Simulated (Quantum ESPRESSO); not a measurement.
# MnF2: parallel and opposed starts

Does MnF2 prefer parallel or opposed moments, or none?

Main program and level: Quantum ESPRESSO 7.5; PBE with U = 4 eV on Mn d (ortho-atomic projectors); plane waves with GBRV 1.5 PBE potentials, no spin-orbit coupling.

## Step 1: Set-up

The structure is tetragonal, space group P4_2/mnm (No. 136). Conventional cell: a = 4.874 Å, b = 4.874 Å, c = 3.311 Å, α = 90.00°, β = 90.00°, γ = 90.00°. Mn has 6 F at 2.10 to 2.13 Å nearest. Nearest to F lie 3 Mn at 2.10 to 2.13 Å. Farther neighbours and most contacts between anions are not listed.

The cell comes from the Crystallography Open Database.

## Step 2: Run 1 (ferro ++)

The signs are those of the starting moments on the seeded atoms, the atoms that are given a moment.

pw.in reads:

```
&CONTROL
  calculation = 'scf'
  prefix = 'pwscf'
  outdir = './tmp'
  pseudo_dir = './pseudo'
  disk_io = 'nowf'
/
&SYSTEM
  ibrav = 0
  nat = 6
  ntyp = 2
  ecutwfc = 40
  ecutrho = 280
  nbnd = 44
  occupations = 'smearing'
  smearing = 'fd'
  degauss = 0.00734986
  nspin = 2
  starting_magnetization(1) = 0.3
  starting_magnetization(2) = 0
/
&ELECTRONS
  conv_thr = 1.2d-08
  electron_maxstep = 150
  mixing_beta = 0.3
/
ATOMIC_SPECIES
Mn     54.9380 mn_pbe_v1.5.uspp.F.UPF
F      18.9984 f_pbe_v1.4.uspp.F.UPF
CELL_PARAMETERS angstrom
   4.8738000000    0.0000000000    0.0000000000
   0.0000000000    4.8738000000    0.0000000000
   0.0000000000    0.0000000000    3.3107000000
ATOMIC_POSITIONS crystal
Mn      0.0000000000    0.0000000000    0.0000000000
Mn      0.5000000000    0.5000000000    0.5000000000
F       0.3053000000    0.3053000000    0.0000000000
F       0.1947000000    0.8053000000    0.5000000000
F       0.6947000000    0.6947000000    0.0000000000
F       0.8053000000    0.1947000000    0.5000000000
K_POINTS automatic
6 6 6 0 0 0
HUBBARD {ortho-atomic}
U Mn-3d 4.0000
```

Started as:

```sh
OMP_NUM_THREADS=1 mpirun -n 2 pw.x -nk 2 -in pw.in > pw.out
```

The log of the run:

```text
Program PWSCF v.7.5 starts

     Message from routine setup:
     using ibrav=0 with symmetry is DISCOURAGED, use correct ibrav instead

     K-points division:     npool     =       2
     Subspace diagonalization in iterative solution of the eigenvalue problem:

     G-vector sticks info
     --------------------
     sticks:   dense  smooth     PW     G-vecs:    dense   smooth      PW
     Sum        1893    1085    333                42069    18157    3081

     Using Slab Decomposition

     bravais-lattice index     =            0
     lattice parameter (alat)  =       9.2101  a.u.
     unit-cell volume          =     530.7034 (a.u.)^3
     number of atoms/cell      =            6
     number of atomic types    =            2
     number of electrons       =        58.00
     number of Kohn-Sham states=           44
     kinetic-energy cutoff     =      40.0000  Ry
     charge density cutoff     =     280.0000  Ry
     scf convergence threshold =      1.2E-08
     mixing beta               =       0.3000
     number of iterations used =            8  plain     mixing
     Exchange-correlation=  SLA  PW   PBX  PBC
                           (   1   4   3   4   0   0   0)
     Hubbard projectors: ortho-atomic
     Hubbard parameters of DFT+U (Dudarev formulation) in eV:
     U(Mn-3d) =  4.0000

     Internal variables: lda_plus_u =T, lda_plus_u_kind = 0

     Internal variables: orbital_resolved =F, hub_pot_fix =F, apply_U = F

     celldm(1)=   9.210147  celldm(2)=   0.000000  celldm(3)=   0.000000
     celldm(4)=   0.000000  celldm(5)=   0.000000  celldm(6)=   0.000000

     crystal axes: (cart. coord. in units of alat)
               a(1) = (   1.000000   0.000000   0.000000 )
               a(2) = (   0.000000   1.000000   0.000000 )
               a(3) = (   0.000000   0.000000   0.679285 )

     reciprocal axes: (cart. coord. in units 2 pi/alat)
               b(1) = (  1.000000  0.000000  0.000000 )
               b(2) = (  0.000000  1.000000  0.000000 )
               b(3) = (  0.000000  0.000000  1.472136 )

     PseudoPot. # 1 for Mn read from file:
     mn_pbe_v1.5.uspp.F.UPF
     Pseudo is Ultrasoft + core correction, Zval = 15.0
     Generated by new atomic code, or converted to UPF format
     Using radial grid of  859 points,  6 beta functions with:
                l(1) =   0
                l(2) =   0
                l(3) =   1
                l(4) =   1
                l(5) =   2
                l(6) =   2
     Q(r) pseudized with  8 coefficients,  rinner =    0.950   0.950   0.950
                                                       0.950   0.950

     PseudoPot. # 2 for F  read from file:
     f_pbe_v1.4.uspp.F.UPF
     Pseudo is Ultrasoft, Zval =  7.0
     Generated by new atomic code, or converted to UPF format
     Using radial grid of  799 points,  4 beta functions with:
                l(1) =   0
                l(2) =   0
                l(3) =   1
                l(4) =   1
     Q(r) pseudized with  8 coefficients,  rinner =    0.950   0.950   0.950

     atomic species   valence    mass     pseudopotential
     Mn               15.00    54.93800     Mn( 1.00)
     F                 7.00    18.99840     F ( 1.00)

     Starting magnetic structure
     atomic species   magnetization
     Mn              0.300
     F               0.000

     16 Sym. Ops., with inversion, found ( 8 have fractional translation)

   Cartesian axes

     site n.     atom                  positions (alat units)
         1        Mn     tau(   1) = (   0.0000000   0.0000000   0.0000000  )
         2        Mn     tau(   2) = (   0.5000000   0.5000000   0.3396426  )
         3        F      tau(   3) = (   0.3053000   0.3053000   0.0000000  )
         4        F      tau(   4) = (   0.1947000   0.8053000   0.3396426  )
         5        F      tau(   5) = (   0.6947000   0.6947000   0.0000000  )
         6        F      tau(   6) = (   0.8053000   0.1947000   0.3396426  )

     number of k points=    40  Fermi-Dirac smearing, width (Ry)=  0.0073
                       cart. coord. in units 2pi/alat
        k(    1) = (   0.0000000   0.0000000   0.0000000), wk =   0.0046296
        k(    2) = (   0.0000000   0.0000000   0.2453560), wk =   0.0092593
        k(    3) = (   0.0000000   0.0000000   0.4907119), wk =   0.0092593
        k(    4) = (   0.0000000   0.0000000  -0.7360679), wk =   0.0046296
        k(    5) = (   0.0000000   0.1666667   0.0000000), wk =   0.0185185
        [... 35 further k-points ...]

     Dense  grid:    42069 G-vectors     FFT dimensions: (  50,  50,  36)

     Smooth grid:    18157 G-vectors     FFT dimensions: (  40,  40,  30)

     Check: negative core charge=   -0.000038
     Generating pointlists ...
     new r_m :   0.1781 (alat units)  1.6403 (a.u.) for type    1
     new r_m :   0.1781 (alat units)  1.6403 (a.u.) for type    2

     Initial potential from superposition of free atoms

     starting charge      56.9998, renormalised to      58.0000

     STARTING HUBBARD OCCUPATIONS:

     =================== HUBBARD OCCUPATIONS ===================
     ------------------------ ATOM    1 ------------------------
     Tr[ns(  1)] (up, down, total) =   5.00000  0.00000  5.00000
     Atomic magnetic moment for atom   1 =   5.00000
     [... lines left out ...]
     ------------------------ ATOM    2 ------------------------
     Tr[ns(  2)] (up, down, total) =   5.00000  0.00000  5.00000
     Atomic magnetic moment for atom   2 =   5.00000
     [... lines left out ...]
     Number of occupied Hubbard levels =   10.0000

     Atomic wfc used for Hubbard projectors are orthogonalized

     Starting wfcs are   42 randomized atomic wfcs +    2 random wfcs

     Self-consistent Calculation

     iteration #  1     ecut=    40.00 Ry     beta= 0.30
     Davidson diagonalization with overlap
     ethr =  1.00E-02,  avg # of iterations =  5.3

     =================== HUBBARD OCCUPATIONS ===================
     ------------------------ ATOM    1 ------------------------
     Tr[ns(  1)] (up, down, total) =   4.97497  0.12945  5.10442
     Atomic magnetic moment for atom   1 =   4.84551
     [... lines left out ...]
     ------------------------ ATOM    2 ------------------------
     Tr[ns(  2)] (up, down, total) =   4.97497  0.12945  5.10442
     Atomic magnetic moment for atom   2 =   4.84551
     [... lines left out ...]
     Number of occupied Hubbard levels =   10.2088

     Threshold (ethr) on eigenvalues was too large:
     Diagonalizing with lowered threshold

     Davidson diagonalization with overlap
     ethr =  8.12E-04,  avg # of iterations =  1.0

     total energy              =    -617.13283885 Ry
     estimated scf accuracy    <       0.47818106 Ry

     total magnetization       =    10.00 Bohr mag/cell
     absolute magnetization    =    10.00 Bohr mag/cell

     iteration #  2     ecut=    40.00 Ry     beta= 0.30
     Davidson diagonalization with overlap
     ethr =  8.24E-04,  avg # of iterations =  1.6

     total energy              =    -617.20696336 Ry
     estimated scf accuracy    <       0.05558572 Ry

     total magnetization       =    10.00 Bohr mag/cell
     absolute magnetization    =    10.00 Bohr mag/cell

     iteration #  3     ecut=    40.00 Ry     beta= 0.30
     Davidson diagonalization with overlap
     ethr =  9.58E-05,  avg # of iterations =  2.3

     negative rho (up, down):  0.000E+00 1.200E-03

     total energy              =    -617.22079301 Ry
     estimated scf accuracy    <       0.02151808 Ry

     total magnetization       =    10.00 Bohr mag/cell
     absolute magnetization    =    10.00 Bohr mag/cell

     [... further iterations left out ...]

     iteration #  7     ecut=    40.00 Ry     beta= 0.30
     Davidson diagonalization with overlap
     ethr =  6.66E-08,  avg # of iterations =  2.0

     negative rho (up, down):  0.000E+00 1.644E-03

     total energy              =    -617.22279945 Ry
     estimated scf accuracy    <       0.00000070 Ry

     total magnetization       =    10.00 Bohr mag/cell
     absolute magnetization    =    10.00 Bohr mag/cell

     iteration #  8     ecut=    40.00 Ry     beta= 0.30
     Davidson diagonalization with overlap
     ethr =  1.21E-09,  avg # of iterations =  2.6

     negative rho (up, down):  0.000E+00 1.642E-03

     total energy              =    -617.22279858 Ry
     estimated scf accuracy    <       0.00000389 Ry

     total magnetization       =    10.00 Bohr mag/cell
     absolute magnetization    =    10.00 Bohr mag/cell

     iteration #  9     ecut=    40.00 Ry     beta= 0.30
     Davidson diagonalization with overlap
     ethr =  1.21E-09,  avg # of iterations =  2.5

     negative rho (up, down):  0.000E+00 1.641E-03

     total energy              =    -617.22279968 Ry
     estimated scf accuracy    <       0.00000008 Ry

     total magnetization       =    10.00 Bohr mag/cell
     absolute magnetization    =    10.00 Bohr mag/cell

     iteration # 10     ecut=    40.00 Ry     beta= 0.30
     Davidson diagonalization with overlap
     ethr =  1.46E-10,  avg # of iterations =  2.0

     negative rho (up, down):  0.000E+00 1.641E-03

     Magnetic moment per site  (integrated on atomic sphere of radius R)
     atom   1 (R=0.178)  charge= 12.3336  magn=  4.2474
     atom   2 (R=0.178)  charge= 12.3336  magn=  4.2474
     atom   3 (R=0.178)  charge=  6.7234  magn=  0.0716
     atom   4 (R=0.178)  charge=  6.7234  magn=  0.0716
     atom   5 (R=0.178)  charge=  6.7234  magn=  0.0716
     atom   6 (R=0.178)  charge=  6.7234  magn=  0.0716

     End of self-consistent calculation

     =================== HUBBARD OCCUPATIONS ===================
     ------------------------ ATOM    1 ------------------------
     Tr[ns(  1)] (up, down, total) =   4.98841  0.19018  5.17859
     Atomic magnetic moment for atom   1 =   4.79823
     [... lines left out ...]
     ------------------------ ATOM    2 ------------------------
     Tr[ns(  2)] (up, down, total) =   4.98841  0.19018  5.17859
     Atomic magnetic moment for atom   2 =   4.79823
     [... lines left out ...]
     Number of occupied Hubbard levels =   10.3572

     [... lines left out ...]
     the Fermi energy is     7.2742 ev

!    total energy              =    -617.22279978 Ry
     estimated scf accuracy    <          9.6E-09 Ry
     smearing contrib. (-TS)   =      -0.00000001 Ry
     internal energy E=F+TS    =    -617.22279976 Ry

     The total energy is F=E-TS. E is the sum of the following terms:
     one-electron contribution =    -374.66940563 Ry
     hartree contribution      =     212.85124619 Ry
     xc contribution           =     -91.27465098 Ry
     ewald contribution        =    -364.18633894 Ry
     Hubbard energy            =       0.05634960 Ry

     total magnetization       =    10.00 Bohr mag/cell
     absolute magnetization    =    10.00 Bohr mag/cell

     convergence has been achieved in  10 iterations

=------------------------------------------------------------------------------=
   JOB DONE.
=------------------------------------------------------------------------------=
```

Wall time 2.3 min (2 MPI ranks of Arm Neoverse N1, shared host); peak memory 0.45 GiB; 4.6 min of CPU time.

Spin moment in the atom's sphere by atom:

```
atom  spin moment in the atom's sphere (μB)
 Mn1                                   4.25
 Mn2                                   4.25
  F3                                   0.07
  F4                                   0.07
  F5                                   0.07
  F6                                   0.07
```

Read from the output:

```yaml
smearing_term_ts: 1.78e-7 eV
magnetization: 10 μB
absolute_magnetization: 10.00 μB
final_state: ferromagnetic
```

Spin density in the ab plane at fractional z = 0.000, with atoms of Mn and F within 0.2 Å of it.

Values in e/Å³, 13 rows by 14 columns, each cell a mean:
```
5.2 2.2 0.5 0.1 0.0 0.0 0.0 0.0 0.0 0.0 0.0 0.2 1.0 3.8
1.0 0.5 0.2 0.0 0.0 0.0 0.0 0.0 0.0 0.0 0.0 0.1 0.3 0.8
0.2 0.1 0.1 0.0 0.0 0.0 0.0 0.0 0.0 0.0 0.0 0.0 0.0 0.1
0.0 0.0 0.0 0.0 0.0 0.0 0.0 0.0 0.0 0.2 0.2 0.0 0.0 0.0
0.0 0.0 0.0 0.0 0.0 0.0 0.0 0.0 0.0 0.1 0.1 0.0 0.0 0.0
0.0 0.0 0.0 0.0 0.0 0.0 0.0 0.0 0.0 0.0 0.0 0.0 0.0 0.0
0.0 0.0 0.0 0.0 0.0 0.0 0.0 0.0 0.0 0.0 0.0 0.0 0.0 0.0
0.0 0.0 0.0 0.0 0.1 0.0 0.0 0.0 0.0 0.0 0.0 0.0 0.0 0.0
0.0 0.0 0.0 0.1 0.2 0.1 0.0 0.0 0.0 0.0 0.0 0.0 0.0 0.0
0.1 0.0 0.0 0.0 0.1 0.1 0.0 0.0 0.0 0.0 0.0 0.0 0.0 0.1
0.4 0.2 0.1 0.0 0.0 0.0 0.0 0.0 0.0 0.0 0.0 0.1 0.2 0.3
2.8 1.2 0.3 0.1 0.0 0.0 0.0 0.0 0.0 0.0 0.0 0.1 0.6 1.9
6.9 3.3 0.6 0.1 0.0 0.0 0.0 0.0 0.0 0.0 0.0 0.2 1.3 5.3
```
Columns run along a (4.9 Å), rows up along b (4.9 Å). Atoms in or near the plane, at fractional coordinates: Mn at (0.00, 0.00), F at (0.31, 0.31), F at (0.69, 0.69).

Valence density in the ab plane at fractional z = 0.000, with atoms of Mn and F within 0.2 Å of it. It is the smooth field of the valence electrons, not physical close to the nuclei.

Values in e/Å³, 13 rows by 14 columns, each cell a mean:
```
16  7  1  0  0  0  0  0  0  0  0  0  3 13
 3  1  0  0  0  0  0  0  0  1  1  0  1  2
 0  0  0  0  0  0  0  0  1  4  4  2  0  0
 0  0  0  0  0  0  0  1  3 11 11  3  1  0
 0  0  0  0  0  0  0  0  2  7  7  2  0  0
 0  0  0  0  0  0  0  0  1  1  1  1  0  0
 0  0  0  0  1  0  0  0  0  0  0  0  0  0
 0  0  1  2  4  3  1  0  0  0  0  0  0  0
 0  0  1  6 12  7  1  0  0  0  0  0  0  0
 0  0  1  5  9  5  1  0  0  0  0  0  0  0
 1  1  1  1  2  1  0  0  0  0  0  0  0  1
 9  4  1  0  0  0  0  0  0  0  0  0  1  6
14 11  1  0  0  0  0  0  0  0  0  0  4 16
```
Columns run along a (4.9 Å), rows up along b (4.9 Å). Atoms in or near the plane, at fractional coordinates: Mn at (0.00, 0.00), F at (0.31, 0.31), F at (0.69, 0.69).

(Part 1 of 2 ends here.)

[Logs and program files are shortened in this print: banners, set-up blocks, solver, clock and traceback lines can be left out without a mark of their own.]

[Logs are printed without paths, hosts, clocks, repeated set-up lines and the standing remarks that a program may print on its own settings, such as how far it seeks lower states.]

[Hosts, paths, dates, database ids (printed as entryN), source tags and the programs' standing remarks are cut or masked in the printed files.]

[Where a cell is said to come from a database of computed structures, the database is the Materials Project.]
